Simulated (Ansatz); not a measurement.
## Resistivity from frozen vibrations: Cu(111) with 4 thermally displaced layers, 2x2

How much do lattice vibrations at 180 K scatter the electrons of Cu? Layers with random displacements are laid between perfect leads, and the resistance is followed against their length.

Program: Ansatz 0.2.0. Level of theory: Ansatz plane-wave DFT, PBE, PAW files; ballistic transport by layer matching (Landauer), zero bias; PAW set soft_1. Results are calculated unless marked as measured.

Most raw output is cut from this account.

### 1. The starting structure

The cell holds 40 atoms: 40 Cu. Cell: a = 5.112 Å, b = 5.112 Å, c = 20.923 Å, α = 93.5°, β = 86.5°, γ = 120.0°. It derives from Cu. Regions: lead, 24 atoms (24 Cu); scattering region, 16 atoms (16 Cu). The structure is stacked along c, and the current runs across the ab planes.

### 2. With 4 displaced layers

Each atom of 4 layers is moved at random, by amounts drawn from a normal law 0.062 Å wide in each direction from the Debye model (343 K) at 180 K. The layers about the cell's end stay perfect and serve as the lead. Disorder leaves little or no symmetry, which makes such runs dear. Energies from -0.05 to 0.05 eV in steps of 0.05 eV are too few for the program's thermal sum, so it prints no conductance; for a metal the transmission near the Fermi level serves, at a fraction of the cost.

Input file input.yaml:

```yaml
crystal:
  lattice:
    - [5.1123254594, 0.0, 0.0]
    - [-2.5561627297, 4.4274037203, 0.0]
    - [1.2780813649, -0.73790062, 20.8709812911]
  atoms:
    - { symbol: Cu, position: [0.9916666667, 0.0083333333, 0.05] }
    - { symbol: Cu, position: [0.9916666667, 0.5083333333, 0.05] }
    - { symbol: Cu, position: [0.4916666667, 0.0083333333, 0.05] }
    - { symbol: Cu, position: [0.4916666667, 0.5083333333, 0.05] }
    - { symbol: Cu, position: [0.1416666667, 0.3583333333, 0.15] }
    - { symbol: Cu, position: [0.1416666667, 0.8583333333, 0.15] }
    - { symbol: Cu, position: [0.6416666667, 0.3583333333, 0.15] }
    - { symbol: Cu, position: [0.6416666667, 0.8583333333, 0.15] }
[... 28 atom lines left out ...]
    - { symbol: Cu, position: [0.8416666667, 0.1583333333, 0.95] }
    - { symbol: Cu, position: [0.8416666667, 0.6583333333, 0.95] }
    - { symbol: Cu, position: [0.3416666667, 0.1583333333, 0.95] }
    - { symbol: Cu, position: [0.3416666667, 0.6583333333, 0.95] }
kpoints:
  mp_grid: { grid: [5, 5, 1] }
hamiltonian:
  xc: pbe
  pseudopotentials: { kind: paw, azcp: { folder: soft_1 } }
scf:
  occupations: { method: fermi_dirac, width: 0.1 }
output:
  transmission:
    leads: [[0, 4]]
    kmesh: [10, 10]
    e_range: [-0.05, 0.05]
    de: 0.05
  write_potential: true
  write_density: true
  volumetric_format: npy
  elf: true
```

The run is started by

```bash
$ ansatz run input.yaml --threads 4 --pin off --max-ram 15360MiB --backend cpu --events-out ev --progress --plain --runs-dir out
```

Wall time 8.7 min (4 threads of Arm Neoverse V1, shared host); peak memory 4.9 GiB; 31 min of CPU time.

Numbers from this step:

| Quantity | Value |
| --- | --- |
| free energy | -265006.8349 eV |
| energy at zero smearing | -265006.5823 eV |
| Fermi energy | 16.34 eV |
| cell area | 22.63 Å² |
| transmission per spin nearest the Fermi level | 3.161 |
| open channels per spin nearest the Fermi level | 3.21 |
| step of the lead's potential | 2.4 meV |

Per spin. The transmission, zone mean stays at 3.16 for energy from -0.05 to 0.05 eV.

Per spin. The open channels, zone mean, lead stays at 3.21 for energy from -0.05 to 0.05 eV.

Transmission over k1 and k2. At 0.0000 eV from the Fermi level.

Ten even steps from '0' (2.86) to '9' (3.94):
```
1911191111
1191191111
1118181111
1111000111
9987010789
1111000111
1111181811
1111191191
1111191119
9111191111
```
Columns: k1 (b1) from -0.5 to 0.4; rows upwards: k2 (b2) from -0.5 to 0.4.

Open channels over k1 and k2. At 0.0000 eV from the Fermi level.

Values, 10 rows by 10 columns:
```
3.00 4.00 3.00 3.00 3.00 4.00 3.00 3.00 3.00 3.00
3.00 3.00 4.00 3.00 3.00 4.00 3.00 3.00 3.00 3.00
3.00 3.00 3.00 4.00 3.00 4.00 3.00 3.00 3.00 3.00
3.00 3.00 3.00 3.00 3.00 3.00 3.00 3.00 3.00 3.00
4.00 4.00 4.00 4.00 3.00 3.00 3.00 4.00 4.00 4.00
3.00 3.00 3.00 3.00 3.00 3.00 3.00 3.00 3.00 3.00
3.00 3.00 3.00 3.00 3.00 4.00 3.00 4.00 3.00 3.00
3.00 3.00 3.00 3.00 3.00 4.00 3.00 3.00 4.00 3.00
3.00 3.00 3.00 3.00 3.00 4.00 3.00 3.00 3.00 4.00
4.00 3.00 3.00 3.00 3.00 4.00 3.00 3.00 3.00 3.00
```
Columns: k1 (b1) from -0.5 to 0.4; rows upwards: k2 (b2) from -0.5 to 0.4.

ELF in the ca plane at fractional y = 0.614, with atoms of Cu within 0.2 Å of it. It is the smooth field of the valence electrons, not physical close to the nuclei.

Values, 8 rows by 16 columns, each cell a mean:
```
0.23 0.23 0.18 0.21 0.23 0.22 0.25 0.25 0.24 0.26 0.19 0.44 0.22 0.23 0.23 0.23
0.21 0.23 0.17 0.17 0.21 0.19 0.20 0.19 0.20 0.18 0.19 0.18 0.21 0.21 0.23 0.24
0.23 0.24 0.17 0.17 0.21 0.20 0.20 0.18 0.18 0.15 0.22 0.20 0.20 0.16 0.20 0.17
0.21 0.22 0.21 0.22 0.19 0.21 0.24 0.22 0.20 0.18 0.19 0.16 0.19 0.16 0.20 0.17
0.23 0.23 0.18 0.21 0.19 0.21 0.25 0.24 0.23 0.26 0.20 0.40 0.22 0.23 0.24 0.23
0.21 0.23 0.17 0.17 0.21 0.19 0.22 0.21 0.19 0.19 0.19 0.19 0.21 0.21 0.23 0.24
0.23 0.24 0.16 0.17 0.20 0.20 0.19 0.19 0.18 0.16 0.22 0.20 0.20 0.16 0.20 0.17
0.21 0.22 0.21 0.23 0.23 0.21 0.23 0.22 0.20 0.18 0.19 0.17 0.20 0.16 0.20 0.17
```
Columns run along c (16.0 Å, from fractional 0.12 to 0.88 of the cell), rows up along a (5.1 Å). Atoms in or near the plane, at fractional coordinates: Cu at (0.35, 0.96), Cu at (0.65, 0.92), Cu at (0.64, 0.40).

Electrostatic potential energy in the ca plane at fractional y = 0.614, with atoms of Cu within 0.2 Å of it. With pseudopotentials it is smooth inside the atoms' cores, unlike the true potential.

Ten even steps from '0' (-42 eV) to '9' (19 eV), each cell a mean:
```
99999999999610048999999999998200179999999999
99999986689852369999999999998300179999999999
99999951158987899999999988999632589999999999
99999840048999999998899865799988899977999999
99999963358988899988899743589999999755799888
99999998789863369998999864699888999755799878
99999999999820038999999988898523699977899988
99999999999830028999999999997100389999999999
99999986689963369999999999997200289999999999
99999951158998899999999988998522599999999999
99999840048999999998899866899877899977999999
99999963358987899988899754799999999755799888
99999998789842379998999866899877899755799878
99999999999610049999999998998521589977899988
```
Columns run along c (16.0 Å, from fractional 0.12 to 0.88 of the cell; values clipped at the 3rd and 97th percentile), rows up along a (5.1 Å). Atoms in or near the plane, at fractional coordinates: Cu at (0.35, 0.96), Cu at (0.65, 0.92), Cu at (0.64, 0.40).

Valence density in the ca plane at fractional y = 0.614, with atoms of Cu within 0.2 Å of it. It is the smooth field of the valence electrons, not physical close to the nuclei.

Values in e/Å³, 8 rows by 16 columns, each cell a mean:
```
 0  0  0  0  9  8  0  0  0  0  3 30  0  0  0  0
 0  0  4  2  0  0  0  0  0  0  1  4  0  0  0  0
 0  0  2  2  0  0  0  0  1  2  0  0  0  1  0  0
 0  0  0  0  5  7  0  0  0  1  1  2  0  1  0  0
 0  0  0  0  4  8  0  0  0  0  5 26  0  0  0  0
 0  0  4  2  0  0  0  0  0  0  1  6  0  0  0  0
 0  0  2  2  0  0  0  0  1  1  0  0  0  1  0  0
 0  0  0  0  9  7  0  0  0  0  1  3  0  1  0  0
```
Columns run along c (16.0 Å, from fractional 0.12 to 0.88 of the cell), rows up along a (5.1 Å). Atoms in or near the plane, at fractional coordinates: Cu at (0.35, 0.96), Cu at (0.65, 0.92), Cu at (0.64, 0.40).

Over the solved energies the transmission per spin lies between 3.16 and 3.16, out of 3.21 channels of the lead on average (up to 3.21).

### 3. With 8 displaced layers

Each atom of 8 layers is moved at random, by amounts drawn from a normal law 0.062 Å wide in each direction from the Debye model (343 K) at 180 K. A fresh draw is used; the growth of the resistance with length is what counts.

System of this step: Cu(111) with 8 thermally displaced layers, 2x2. The cell holds 56 atoms: 56 Cu. Its edges and angles: a = 5.112 Å, b = 5.112 Å, c = 29.257 Å, α = 87.5°, β = 92.5°, γ = 120.0°. It derives from Cu. Regions: lead, 24 atoms (24 Cu); scattering region, 32 atoms (32 Cu). The structure is stacked along c, and the current runs across the ab planes.

Input file input.yaml:

```yaml
crystal:
  lattice:
    - [5.1123254594, 0.0, 0.0]
    - [-2.5561627297, 4.4274037203, 0.0]
    - [-1.2780813649, 0.73790062, 29.2193738075]
  atoms:
    - { symbol: Cu, position: [0.005952381, 0.994047619, 0.0357142857] }
    - { symbol: Cu, position: [0.005952381, 0.494047619, 0.0357142857] }
    - { symbol: Cu, position: [0.505952381, 0.994047619, 0.0357142857] }
    - { symbol: Cu, position: [0.505952381, 0.494047619, 0.0357142857] }
    - { symbol: Cu, position: [0.1845238095, 0.3154761905, 0.1071428571] }
    - { symbol: Cu, position: [0.1845238095, 0.8154761905, 0.1071428571] }
    - { symbol: Cu, position: [0.6845238095, 0.3154761905, 0.1071428571] }
    - { symbol: Cu, position: [0.6845238095, 0.8154761905, 0.1071428571] }
[... 44 atom lines left out ...]
    - { symbol: Cu, position: [0.3273809524, 0.1726190476, 0.9642857143] }
    - { symbol: Cu, position: [0.3273809524, 0.6726190476, 0.9642857143] }
    - { symbol: Cu, position: [0.8273809524, 0.1726190476, 0.9642857143] }
    - { symbol: Cu, position: [0.8273809524, 0.6726190476, 0.9642857143] }
kpoints:
  mp_grid: { grid: [5, 5, 1] }
hamiltonian:
  xc: pbe
  pseudopotentials: { kind: paw, azcp: { folder: soft_1 } }
scf:
  occupations: { method: fermi_dirac, width: 0.1 }
output:
  transmission:
    leads: [[0, 4]]
    kmesh: [10, 10]
    e_range: [-0.05, 0.05]
    de: 0.05
  write_potential: true
  write_density: true
  volumetric_format: npy
```

Run time: 16 min. Hardware: 4 threads; peak memory 8.4 GiB; 64 min of CPU time.

This step gave:

```yaml
free_energy: -371009.0960 eV
energy_at_zero_smearing: -371008.7393 eV
transmission_per_spin_nearest_the_fermi_level: 3.107
step_of_the_lead_s_potential: 2.6 meV
```

Per spin. The transmission, zone mean by energy, zero at the Fermi level:

```tsv
energy (eV)	transmission, zone mean
-0.0500	3.09
0.0000	3.11
0.0500	3.12
```

Over the solved energies the transmission per spin lies between 3.09 and 3.12, out of 3.21 channels of the lead on average (up to 3.21).

### 4. With 12 displaced layers

Each atom of 12 layers is moved at random, by amounts drawn from a normal law 0.062 Å wide in each direction from the Debye model (343 K) at 180 K. A fresh draw is used; the growth of the resistance with length is what counts.

System of this step: Cu(111) with 12 thermally displaced layers, 2x2. The cell holds 72 atoms: 72 Cu. Cell: a = 5.112 Å, b = 5.112 Å, c = 37.568 Å, α = 90.0°, β = 90.0°, γ = 120.0°. It derives from Cu. Regions: lead, 24 atoms (24 Cu); scattering region, 48 atoms (48 Cu). The structure is stacked along c, and the current runs across the ab planes.

Input file input.yaml:

```yaml
crystal:
  lattice:
    - [5.1123254594, 0.0, 0.0]
    - [-2.5561627297, 4.4274037203, 0.0]
    - [0.0, 0.0, 37.567766324]
  atoms:
    - { symbol: Cu, position: [0.0, 0.0, 0.0277777778] }
    - { symbol: Cu, position: [0.0, 0.5, 0.0277777778] }
    - { symbol: Cu, position: [0.5, 0.0, 0.0277777778] }
    - { symbol: Cu, position: [0.5, 0.5, 0.0277777778] }
    - { symbol: Cu, position: [0.1666666667, 0.3333333333, 0.0833333333] }
    - { symbol: Cu, position: [0.1666666667, 0.8333333333, 0.0833333333] }
    - { symbol: Cu, position: [0.6666666667, 0.3333333333, 0.0833333333] }
    - { symbol: Cu, position: [0.6666666667, 0.8333333333, 0.0833333333] }
[... 60 atom lines left out ...]
    - { symbol: Cu, position: [0.3333333333, 0.1666666667, 0.9722222222] }
    - { symbol: Cu, position: [0.3333333333, 0.6666666667, 0.9722222222] }
    - { symbol: Cu, position: [0.8333333333, 0.1666666667, 0.9722222222] }
    - { symbol: Cu, position: [0.8333333333, 0.6666666667, 0.9722222222] }
kpoints:
  mp_grid: { grid: [5, 5, 1] }
hamiltonian:
  xc: pbe
  pseudopotentials: { kind: paw, azcp: { folder: soft_1 } }
scf:
  occupations: { method: fermi_dirac, width: 0.1 }
output:
  transmission:
    leads: [[0, 4]]
    kmesh: [10, 10]
    e_range: [-0.05, 0.05]
    de: 0.05
  write_potential: true
  write_density: true
  volumetric_format: npy
```

Elapsed: 32 min, on 4 threads; peak memory 7.4 GiB.

This step gave:

```
free energy                                   : -477011.2325 eV
energy at zero smearing                       : -477010.8141 eV
Fermi energy                                  : 16.32 eV
transmission per spin nearest the Fermi level : 3.012
step of the lead's potential                  : 2 meV
```

Per spin. Transmission, zone mean against energy, zero at the Fermi level:

```tsv
energy (eV)	transmission, zone mean
-0.0500	2.98
0.0000	3.01
0.0500	3.01
```

Over the solved energies the transmission per spin lies between 2.98 and 3.01, out of 3.21 channels of the lead on average (up to 3.21).

### 5. The fit

This step: Ansatz plane-wave DFT, PBE, PAW files; ballistic transport by layer matching (Landauer), zero bias; resistivity from the slope of the area resistance; PAW set soft_1 (Ansatz 0.2.0).

Numbers from this step:

- resistivity: 2.956 µΩ cm
- intercept: -0.01288 fΩ m²
- scatter about the fit: 0.003637 fΩ m²

Resistance, by row:

```tsv
run	length (Å)	T	channels N	RA (fΩ m²)
n4	8.348	3.16	3.21	0.01438
n8	16.7	3.103	3.21	0.03134
n12	25.05	3	3.21	0.06373
```

The area resistance by length of the displaced region:

```tsv
length of the displaced region (Å)	area resistance (fΩ m²)
8.35	0.0144
16.70	0.0313
25.05	0.0637
```

The area resistance goes from 0.014 to 0.064 fΩ m² between 8.3 and 25.0 Å, a slope of 3.0 µΩ cm.

By hand from the end points: (0.06373 − 0.01438) fΩ m² / (25.05 − 8.35) Å = 3.0 µΩ cm, since 1 fΩ m² per Å is 1000 µΩ cm.

### 6. Results

| Item | Value |
| --- | --- |
| resistivity from the slope | 2.96 µΩ cm |
| area resistance over 8.35 Å | 0.0144 fΩ m² |
| area resistance over 16.7 Å | 0.0313 fΩ m² |
| area resistance over 25.0 Å | 0.0637 fΩ m² |

In words: The slope gives 3.0 µΩ cm. The points scatter by 0.0036 fΩ m² about the line, with one random draw a length in a 2x2 cell, so the slope is a rough value. The mean square of the displacements drawn is 0.78, 0.91 and 1.0 of the nominal one at the three lengths; with each resistance scaled back by that, the slope is 2.6 µΩ cm, the value used below. Read with a model of isotropic scattering on a spherical Fermi surface and the lead's 1.1×10¹⁵ S/m², this slope means a mean free path near 317 Å; over these lengths the model's slope is 1.22 times its bulk resistivity, which would be 2.2 µΩ cm. Uncorrelated displacements put too much weight on short waves, which scatter strongly; with the sideways repeat of a small cell, one draw and three short lengths, the method is good to a factor of two or three.

[Logs are printed without paths, hosts, clocks, repeated set-up lines and the standing remarks that a program may print on its own settings, such as how far it seeks lower states.]

[Hosts, paths, dates, database ids (printed as entryN), source tags and the programs' standing remarks are cut or masked in the printed files.]
